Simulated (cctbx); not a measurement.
# Occupancies in FeIr2

Cell a = 4.0620 Å, b = 4.0620 Å, c = 12.2600 Å, α = 90.00°, β = 90.00°, γ = 90.00°; space group P4/mmm (no. 123); nominal formula FeIr2.

Simulated single-crystal data (cctbx): Cu Kα, λ = 1.54184 Å, to d = 0.83 Å, 70 % of the full sphere, strongest reflection 70000 counts, noise from counting, a 2 % proportional error and a noise floor of 15 counts (s.d.); no absorption.

With every site full:

```text
Rint 0.015, 149 unique reflections to 0.83 A
cycle     R1     wR2    GooF  max shift (A)
   1  0.1169  0.2427  23.432   0.00050
   2  0.0270  0.0570   5.505   0.00000
final R1 0.0270 wR2 0.0570 GooF 5.505  parameters 5  data/parameter 29.8
atom        x        y        z      Ueq    occ   su(xyz)  su(Uiso or U11)
Ir1    0.50000  0.50000  0.84026   0.0063  1.000  0.00005  0.0004
Fe1    0.50000  0.50000  0.50000   0.0232  1.000  0.00000  0.0013
difference map: max 0.44 min -3.70 rms 0.33
Q1    0.2279  0.4124  0.4751   16    0.46  1.20 A from Fe1
Q2    0.0000  0.0000  0.5000    1    0.44  2.87 A from Fe1
Q3    0.2922  0.2922  0.5000    4    0.40  1.19 A from Fe1
Q4    0.2254  0.2254  0.3269    8    0.39  2.59 A from Ir1
Q5    0.0000  0.3786  0.3348    8    0.38  2.91 A from Fe1
Q6    0.3032  0.3032  0.1581    8    0.38  1.13 A from Ir1
```

With the occupancies of the suspect sites free, each still typed as its main element:

```text
Rint 0.015, 149 unique reflections to 0.83 A
cycle     R1     wR2    GooF  max shift (A)
   1  0.0745  0.1549  15.001   0.00007
  19  0.0043  0.0092   0.895   0.00000
final R1 0.0043 wR2 0.0092 GooF 0.890  parameters 6  data/parameter 24.8
atom        x        y        z      Ueq    occ   su(xyz)  su(Uiso or U11)
Ir1    0.50000  0.50000  0.84030   0.0049  1.000  0.00001  0.0001
Fe1    0.50000  0.50000  0.50000   0.0053  0.755  0.00000  0.0003
su of occupancy Fe1: 0.003
difference map: max 0.21 min -0.27 rms 0.05
Q1    0.2447  0.2447  0.3154    8    0.22  2.41 A from Ir1
Q2    0.0000  0.2002  0.4216    8    0.17  2.56 A from Fe1
Q3    0.3477  0.3477  0.1448    8    0.14  0.89 A from Ir1
Q4    0.2407  0.2407  0.0378    8    0.13  2.11 A from Ir1
Q5    0.0000  0.2373  0.2584    8    0.13  2.59 A from Ir1
Q6    0.2936  0.5000  0.3416    8    0.13  2.11 A from Fe1
```

**Question.** What is the disorder?

X-rays count electrons. Fe1 refines to 0.755(0.003), or 19.6 electrons; the site truly holds 0.75 Fe, 19.5 electrons, which is 0.750 of Fe. A value under 1 can't tell vacancies from a lighter guest, and one over 1 needs a heavier guest; chemistry or a second radiation must settle which. Occupancy correlates with U and the scale, so the match is approximate.

Freeing them takes R1 from 0.0270 to 0.0043 and GooF from 5.50 to 0.89.

This is a model crystal, built by substitution and not relaxed, with assumed displacement parameters.

[Middle refinement cycles are left out of these outputs.]

[Logs are printed without paths, hosts, clocks, repeated set-up lines and the standing remarks that a program may print on its own settings, such as how far it seeks lower states.]
